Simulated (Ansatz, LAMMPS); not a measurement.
# Localised basis functions on liquid 67SiO2-10B2O3-12K2O-12Na2O (mol %) at 1960 K (134 atoms), part 2 of 3

Wanted: errors and times of a linear-scaling basis for liquid 67SiO2-10B2O3-12K2O-12Na2O (mol %) at 1960 K (134 atoms). A setting counts as converged where the r.m.s. difference of forces stays under 1 % of the r.m.s. force.

Ansatz 0.2.0; Kohn-Sham DFT, PBE, PAW (set soft_2), plane waves.

The cell: 28 Si, 8 B, 10 K, 10 Na and 78 O. The network of bonds at the start is that of the classical potential that made the cell. Only the Γ point is sampled, in a cell whose shortest periodic width is 13 Å.

So far. Step 4 (Support functions medium): Forces differ from the reference by 0.72 meV/Å r.m.s., 0.038 % of their size, well within a tolerance of 1 %; the energy by -4.6 meV/atom. It took roughly 4.1 times the reference's time (one timing each, with unlike analyses asked), in 17 cycles against 14.

**5. Support functions low**

With localised support functions most steps grow linearly with size, though the diagonalisation grows faster unless the density matrix is cut; this run measures error and cost at this size.

This step: Kohn-Sham DFT, PBE, PAW (set soft_2), localised support functions (low) (Ansatz 0.2.0).

input.yaml reads:

```yaml
crystal:
  lattice:
    - [13.32943, 0.0, 0.0]
    - [0.0, 13.32943, 0.0]
    - [0.0, 0.0, 13.32943]
  atoms:
    [... the 134 atom lines of step 3 ...]
kpoints:
  mp_grid: { grid: [1, 1, 1] }
hamiltonian:
  xc: pbe
scf:
  occupations: { method: fermi_dirac, width: 0.05 }
  eigensolver: { kind: { support_functions: { accuracy: low } } }
  max_iter: 150
output:
  forces: true
  eigenvalues: true
```

Run with:

```
> ansatz run input.yaml --threads 4 --pin off --max-ram 8192MiB --backend cpu --events-out ev --progress --plain --runs-dir out
```

What it wrote:

```text
[...]
Crystal: 134 atoms, lattice volume = 2368.289 Å³
Basis set: ecut = 420 eV, 46297 PW (Γ), exchange–correlation on 192×192×192 points (8 copies of the dense FFT grid, shifted against one another)
Bands: 471, of which v1, the nominal top of the filled ones, is band 392 counted from 1 (391 counted from 0)
Symmetry: 1 space group operations
k-points: 1
[...]
SCF iter   1: F=—  HF=-93624.743725 eV  |F-HF|=—  |Δ(HF+E_count)|=         —  Δρ=8.64e-2  dr2=1.94e2  ethr=1.00e-1
[...]
SCF iter  14: F=—  HF=-93634.061598 eV  |F-HF|=—  |Δ(HF+E_count)|=   2.11e-3  Δρ=2.78e-5  dr2=3.12e-5  ethr=1.51e-8  κ⁻¹=9.2e-5(r=7)
SCF iter  15: F=-93634.063342 eV  HF=-93634.063347 eV  |F-HF|=4.64e-6  |Δ(HF+E_count)|=   1.75e-3  Δρ=2.24e-5  dr2=1.82e-5  ethr=3.98e-9
SCF 1 converged in 15 iterations: F = -93634.088301 eV  dr2 = 1.82e-5
[...]
SCF converged after 15 iterations
[...]
Free energy (F): -93634.088301 eV
[...]
Internal energy: -93634.080125 eV  (E = F + TS)
E sigma→0 (E₀):  -93634.084213 eV
Entropy (-TS):   -0.008176 eV (-0.061 meV/atom)
Fermi energy:    3.231535 eV
[...]
Σ components = -93634.088301   (vs F -93634.088301, Δ=0.00e0)
--- Forces (eV/Å), atoms counted from 1 ---
  atom   1  Si    -6.32504199    -0.11256091     0.96981405
  atom   2  Si    -3.03794403    -0.15799838    -0.01846053
  atom   3  Si     3.57008388     1.98856020    -0.20406700
  atom   4  Si    -1.10947876     3.31041839    -0.77458888
[...]
atom 134  O     -0.44615353    -2.82293382    -0.16803845
  max |Σ_I F_I| component: 5.01e-3 eV/Å
--- Band table (eV) ---
[...]
```

The job ended after 2.8 min (4 threads of Arm Neoverse V2, shared host; peak memory 5.2 GiB).

Keys that differ from the reference: support_functions.accuracy = "low" and scf.max_iter = 150.

Forces differ from the reference by 0.78 meV/Å r.m.s., 0.041 % of their size, well within a tolerance of 1 %; the energy by -4.6 meV/atom. It took roughly 2.3 times the reference's time (one timing each, with unlike analyses asked), in 15 cycles against 14.

**6. Support functions medium, radius 3.72 Å**

The radius confines each support function; a larger one gives more freedom and more work per atom. Besides, the program derives a nominal cutoff of 464 eV for this run, against the reference's 420.

This step: Kohn-Sham DFT, PBE, PAW (set soft_2), localised support functions (medium) (Ansatz 0.2.0).

input.yaml, the sections that differ from step 5:

```yaml
scf:
  occupations: { method: fermi_dirac, width: 0.05 }
  eigensolver: { kind: { support_functions: { accuracy: medium, radius: 3.72 } } }
  max_iter: 150
# crystal, kpoints, hamiltonian, output: as in step 5
```

What it wrote:

```text
[...]
Crystal: 134 atoms, lattice volume = 2368.289 Å³
Basis set: ecut = 464 eV, 53811 PW (Γ), exchange–correlation on 240×240×240 points (8 copies of the dense FFT grid, shifted against one another)
Bands: 471, of which v1, the nominal top of the filled ones, is band 392 counted from 1 (391 counted from 0)
Symmetry: 1 space group operations
k-points: 1
[...]
SCF iter   1: F=—  HF=-93624.438690 eV  |F-HF|=—  |Δ(HF+E_count)|=         —  Δρ=8.64e-2  dr2=1.94e2  ethr=1.00e-1
[...]
SCF iter  16: F=—  HF=-93634.062500 eV  |F-HF|=—  |Δ(HF+E_count)|=   1.77e-3  Δρ=1.04e-5  dr2=4.19e-6  ethr=1.67e-9  κ⁻¹=3.4e-4(r=7)
SCF iter  17: F=-93634.062501 eV  HF=-93634.062501 eV  |F-HF|=3.51e-7  |Δ(HF+E_count)|=   6.45e-7  Δρ=4.17e-6  dr2=1.10e-6  ethr=5.34e-10
SCF 1 converged in 17 iterations: F = -93634.093669 eV  dr2 = 1.10e-6
[...]
SCF converged after 17 iterations
[...]
Free energy (F): -93634.093669 eV
[...]
Internal energy: -93634.085456 eV  (E = F + TS)
E sigma→0 (E₀):  -93634.089562 eV
Entropy (-TS):   -0.008213 eV (-0.061 meV/atom)
Fermi energy:    3.232027 eV
[...]
Σ components = -93634.093669   (vs F -93634.093669, Δ=0.00e0)
--- Forces (eV/Å), atoms counted from 1 ---
  atom   1  Si    -6.32573166    -0.11250055     0.97018621
  atom   2  Si    -3.03760289    -0.15789840    -0.01859926
  atom   3  Si     3.57017761     1.98868141    -0.20394725
  atom   4  Si    -1.10913188     3.31045785    -0.77489932
[...]
atom 134  O     -0.44665423    -2.82307927    -0.16802267
  max |Σ_I F_I| component: 4.36e-3 eV/Å
--- Band table (eV) ---
[...]
```

It took 4.4 min on 4 threads; peak memory 6.8 GiB.

Keys that differ from the reference: support_functions.accuracy = "medium", support_functions.radius = 3.72 and scf.max_iter = 150.

Forces differ from the reference by 0.77 meV/Å r.m.s., 0.040 % of their size, well within a tolerance of 1 %; the energy by -4.6 meV/atom. It took roughly 3.6 times the reference's time (one timing each, with unlike analyses asked), in 17 cycles against 14.

**7. Support functions medium, radius 4.02 Å**

The radius confines each support function; a larger one gives more freedom and more work per atom. Besides, the program derives a nominal cutoff of 464 eV for this run, against the reference's 420.

input.yaml, the sections that differ from step 6:

```yaml
scf:
  occupations: { method: fermi_dirac, width: 0.05 }
  eigensolver: { kind: { support_functions: { accuracy: medium, radius: 4.02 } } }
  max_iter: 150
# crystal, kpoints, hamiltonian, output: as in step 6
```

What it wrote:

```text
[...]
Crystal: 134 atoms, lattice volume = 2368.289 Å³
Basis set: ecut = 464 eV, 53811 PW (Γ), exchange–correlation on 240×240×240 points (8 copies of the dense FFT grid, shifted against one another)
Bands: 471, of which v1, the nominal top of the filled ones, is band 392 counted from 1 (391 counted from 0)
Symmetry: 1 space group operations
k-points: 1
[...]
SCF iter   1: F=—  HF=-93625.503258 eV  |F-HF|=—  |Δ(HF+E_count)|=         —  Δρ=8.64e-2  dr2=1.94e2  ethr=1.00e-1
[...]
SCF iter  16: F=—  HF=-93634.076201 eV  |F-HF|=—  |Δ(HF+E_count)|=   1.04e-3  Δρ=8.13e-6  dr2=3.18e-6  ethr=1.73e-9  κ⁻¹=2.4e-4(r=7)
SCF iter  17: F=-93634.076203 eV  HF=-93634.076203 eV  |F-HF|=7.81e-9  |Δ(HF+E_count)|=   1.62e-6  Δρ=4.46e-6  dr2=9.05e-7  ethr=4.05e-10
SCF 1 converged in 17 iterations: F = -93634.093585 eV  dr2 = 9.05e-7
[...]
SCF converged after 17 iterations
[...]
Free energy (F): -93634.093585 eV
[...]
Internal energy: -93634.085365 eV  (E = F + TS)
E sigma→0 (E₀):  -93634.089475 eV
Entropy (-TS):   -0.008220 eV (-0.061 meV/atom)
Fermi energy:    3.231966 eV
[...]
Σ components = -93634.093585   (vs F -93634.093585, Δ=0.00e0)
--- Forces (eV/Å), atoms counted from 1 ---
  atom   1  Si    -6.32528749    -0.11259496     0.96972533
  atom   2  Si    -3.03739491    -0.15846885    -0.01877734
  atom   3  Si     3.57015711     1.98847906    -0.20395792
  atom   4  Si    -1.10933675     3.31070519    -0.77471352
[...]
atom 134  O     -0.44646141    -2.82316254    -0.16801001
  max |Σ_I F_I| component: 2.38e-3 eV/Å
--- Band table (eV) ---
[...]
```

Wall time 5.6 min (4 threads); peak memory 7.5 GiB.

Keys that differ from the reference: support_functions.accuracy = "medium", support_functions.radius = 4.02 and scf.max_iter = 150.

Forces differ from the reference by 0.69 meV/Å r.m.s., 0.036 % of their size, well within a tolerance of 1 %; the energy by -4.6 meV/atom. It took roughly 4.6 times the reference's time (one timing each, with unlike analyses asked), in 17 cycles against 14.

**8. Another try, on a changed input**

A doubtful change is made on purpose, to see how the program answers.

This step: Kohn-Sham DFT, PBE+U, PAW (set soft_2), plane waves (Ansatz 0.2.0).

input.yaml, the sections that differ from step 7:

```yaml
hamiltonian:
  xc: pbe
  hubbard: { sites: [{ species: O, l: p, u_eff: 20.0 }] }
scf:
  occupations: { method: fermi_dirac, width: 0.05 }
  max_iter: 60
output:
  forces: true
# crystal, kpoints: as in step 7
```

What it wrote:

```text
Si: projections on atomic orbitals take those of the free atom [Ne] 3s2 3p2, of charge +0.00 (hamiltonian.pseudopotentials.projection_atoms); the dataset's partial waves leave at most 6.1e-8 of an orbital's norm unspanned inside its sphere
B: projections on atomic orbitals take those of the free atom [He] 2s2 2p1, of charge +0.00 (hamiltonian.pseudopotentials.projection_atoms); the dataset's partial waves leave at most 3.0e-9 of an orbital's norm unspanned inside its sphere
K: projections on atomic orbitals take those of the free atom [Ne] 3s2 3p6 4s1, of charge +0.00 (hamiltonian.pseudopotentials.projection_atoms); the dataset's partial waves leave at most 2.3e-7 of an orbital's norm unspanned inside its sphere
Na: projections on atomic orbitals take those of the free atom [He] 2s2 2p6 3s1, of charge +0.00 (hamiltonian.pseudopotentials.projection_atoms); the dataset's partial waves leave at most 1.8e-8 of an orbital's norm unspanned inside its sphere
O: projections on atomic orbitals take those of the free atom [He] 2s2 2p4, of charge +0.00 (hamiltonian.pseudopotentials.projection_atoms); the dataset's partial waves leave at most 1.9e-8 of an orbital's norm unspanned inside its sphere
[...]
Crystal: 134 atoms, lattice volume = 2368.289 Å³
Basis set: ecut = 420 eV, 46297 PW (Γ), exchange–correlation on 180×180×180 points (8 copies of the dense FFT grid, shifted against one another)
Bands: 526, of which v1, the nominal top of the filled ones, is band 392 counted from 1 (391 counted from 0)
Symmetry: 1 space group operations
[...]
k-points: 1
[...]
SCF iter   1: F=—  HF=-93010.809786 eV  |F-HF|=—  |Δ(HF+E_count)|=         —  Δρ=1.11e-1  dr2=3.14e2  ethr=3.10e-3  ⟨swp⟩=6.0  Hψ=2279  notcnv=0  defer=121
[...]
SCF iter  12: F=-93162.505448 eV  HF=-93162.505448 eV  |F-HF|=2.36e-9  |Δ(HF+E_count)|=   7.76e-8  Δρ=9.95e-7  dr2=2.96e-8  ethr=1.28e-11  ⟨swp⟩=5.0  Hψ=1607  notcnv=0
SCF 1 converged in 12 iterations: F = -93162.505448 eV  dr2 = 2.96e-8
[...]
SCF converged after 12 iterations
Free energy (F): -93162.505448 eV
[...]
Internal energy: -93162.505448 eV  (E = F + TS)
E sigma→0 (E₀):  -93162.505448 eV
Fermi energy:    0.333695 eV
[...]
--- Forces (eV/Å), atoms counted from 1 ---
  atom   1  Si    -6.95093569    -0.21996234     2.20239607
  atom   2  Si    -2.67134842    -1.04921565     0.53684344
  atom   3  Si     3.43068097     2.74719415     1.82958100
  atom   4  Si    -3.25408791     4.72379164    -0.76835011
  atom   5  Si     0.71283631    -5.43685252     5.69101050
  atom   6  Si    -1.03402309     1.13819950    -0.25329244
  atom   7  Si    -2.88177883    -1.10155531    -2.63226502
  atom   8  Si    -2.28424061     2.98798338     0.85667236
  atom   9  Si    -0.37258676    -0.13174447     4.38498150
  atom  10  Si    -5.17842785    -1.05200231    -0.38993386
  atom  11  Si     0.88155333    -4.43983996    -1.49572498
  atom  12  Si    -2.55267928     0.85596387     3.62569853
  atom  13  Si    -0.74348654    -2.65341762    -7.71448390
  atom  14  Si     1.46341484    -0.47645265     3.21373894
[...]
atom 133  O     -1.57758957     3.89670884    -0.10367760
  atom 134  O      0.23529749    -5.78544992    -0.13041030
  max |Σ_I F_I| component: 1.10e-4 eV/Å
Occupation matrices written to <dir>
```

Run time: 48 s. Hardware: 4 threads; peak memory 3.6 GiB.

The run converged on the changed input; its numbers don't describe the system as set up.

The fault in the input: an enormous U (hamiltonian.hubbard.sites = [{"species": "O", "l": "p", "u_eff": 20.0}]). The fix is to take out hamiltonian.hubbard.sites.

Against the plane-wave single point:

* r.m.s. difference of force components: 1216 meV/Å
* longest difference of force vectors: 4292 meV/Å
* force difference over r.m.s. force: 63.33 %

**9. The ladder side by side**

Differences are against the plane-wave reference (Kohn-Sham DFT, PBE, PAW (set soft_2), plane waves), whose r.m.s. force component is 1.92 eV/Å. Energies are set beside the reference only for runs with its functional, potentials and electron count. Times are for 4 threads of Arm Neoverse V2, shared host. The reference's time includes the DOS, the stress and grids, which some other runs skip.

| run | Δ force, r.m.s. (meV/Å) | share of r.m.s. force (%) | Δ energy (meV/atom) | Δ gap (eV) | cycles | time | host memory (GiB) |
| --- | --- | --- | --- | --- | --- | --- | --- |
| reference | - | - | - | - | 14 | 73 s | 3.4 |
| support functions medium | 0.722 | 0.0376 | -4.61 | -3.0e-4 | 17 | 5 min | 7.1 |
| support functions low | 0.783 | 0.0408 | -4.57 | 7.0e-4 | 15 | 2.8 min | 5.2 |
| support functions medium, radius 3.72 Å | 0.772 | 0.0402 | -4.61 | -4.0e-4 | 17 | 4.4 min | 6.8 |
| support functions medium, radius 4.02 Å | 0.692 | 0.0361 | -4.61 | -3.0e-4 | 17 | 5.6 min | 7.5 |

**10. The reference in detail**

The comparisons rest on this run, so its electronic structure is set out here.

Length of the force by element and coordination:

| element | coordination | atoms | mean length of the force (eV/Å) | spread | least | most |
| --- | --- | --- | --- | --- | --- | --- |
| B | all | 8 | 3.25 | 1.22 | 1.59 | 5.11 |
| K | all | 10 | 1.32 | 0.592 | 0.217 | 2.43 |
| Na | all | 10 | 1.24 | 0.367 | 0.282 | 1.59 |
| O | all | 78 | 2.50 | 1.52 | 0.363 | 8.67 |
| Si | all | 28 | 4.49 | 2.02 | 0.971 | 8.72 |

Intrinsic-atomic-orbital charges by element and coordination:

| element | coordination | atoms | mean charge (e) | spread | least | most |
| --- | --- | --- | --- | --- | --- | --- |
| B | all | 8 | 0.568 | 0.0567 | 0.495 | 0.696 |
| K | all | 10 | 0.858 | 0.0106 | 0.834 | 0.868 |
| Na | all | 10 | 0.811 | 0.0421 | 0.714 | 0.862 |
| O | all | 78 | -0.866 | 0.138 | -1.17 | -0.501 |
| Si | all | 28 | 1.66 | 0.0471 | 1.53 | 1.74 |

States in the cell by windows of 1 eV, zero at the Fermi level; the larger projections on atomic orbitals stand beside the total:

| from (eV) | to (eV) | total | O p | Si p | O s | K p |
| --- | --- | --- | --- | --- | --- | --- |
| -18 | -17 | 14.1 | 0.3 | 1.4 | 10.8 | 0.1 |
| -17 | -16 | 29.8 | 0.6 | 2.8 | 18.7 | 6.5 |
| -16 | -15 | 23.7 | 0.1 | 0.0 | 0.3 | 23.2 |
| -15 | -14 | 25.8 | 0.1 | 0.0 | 0.1 | 25.5 |
| -14 | -13 | 4.3 | 0.1 | 0.0 | 0.1 | 4.1 |
| -13 | -12 | 2.0 | 1.4 | 0.1 | 0.1 | 0.0 |
| -12 | -11 | 5.8 | 3.9 | 0.3 | 0.2 | 0.0 |
| -11 | -10 | 16.5 | 10.9 | 0.9 | 0.7 | 0.0 |
| -10 | -9 | 20.1 | 13.9 | 1.8 | 0.8 | 0.0 |
| -9 | -8 | 24.3 | 17.4 | 2.8 | 0.7 | 0.0 |
| -8 | -7 | 36.6 | 27.4 | 5.4 | 0.7 | 0.0 |
| -7 | -6 | 27.8 | 21.5 | 3.2 | 0.7 | 0.0 |
| -6 | -5 | 52.2 | 43.1 | 3.6 | 2.0 | 0.0 |
| -5 | -4 | 73.5 | 64.4 | 3.6 | 2.1 | 0.1 |
| -4 | -3 | 71.7 | 65.3 | 2.2 | 1.4 | 0.1 |
| -3 | -2 | 64.0 | 59.0 | 1.5 | 1.0 | 0.0 |
| -2 | -1 | 37.2 | 34.6 | 0.9 | 0.3 | 0.0 |
| -1 | 0 | 36.3 | 33.6 | 1.0 | 0.3 | 0.0 |
| 0 | 1 | 6.0 | 0.8 | 0.1 | 0.3 | 0.0 |
| 1 | 2 | 8.9 | 1.1 | 0.6 | 0.7 | 0.0 |
| 2 | 3 | 21.1 | 2.0 | 1.8 | 1.2 | 0.0 |
| 3 | 4 | 30.2 | 2.7 | 3.7 | 1.9 | 0.0 |
| 4 | 5 | 47.5 | 4.1 | 8.4 | 2.7 | 0.0 |

The curve was stored every 0.100 eV, coarse against its broadening of 0.08 eV, so these counts are rough.

Between -26 and -18 eV lie 159 more states.

The levels nearest the highest filled one (over half full), pooled over k-points and spins:

| level less the highest filled one (eV) | occupation |
| --- | --- |
| -0.189 | 2 |
| -0.172 | 2 |
| -0.146 | 2 |
| -0.0902 | 2.00 |
| -0.0447 | 2.00 |
| 0 | 1.99 |
| 0.535 | 0.012 |
| 0.859 | 0 |
| 1.12 | 0 |
| 1.52 | 0 |
| 1.82 | 0 |
| 1.90 | 0 |

[end of part 2 of 3]

[Long decimals in the printed logs are rounded to 6 places.]

[Logs are printed without paths, hosts, clocks, repeated set-up lines and the standing remarks that a program may print on its own settings, such as how far it seeks lower states.]

[Hosts, paths, dates, database ids (printed as entryN), source tags and the programs' standing remarks are cut or masked in the printed files.]
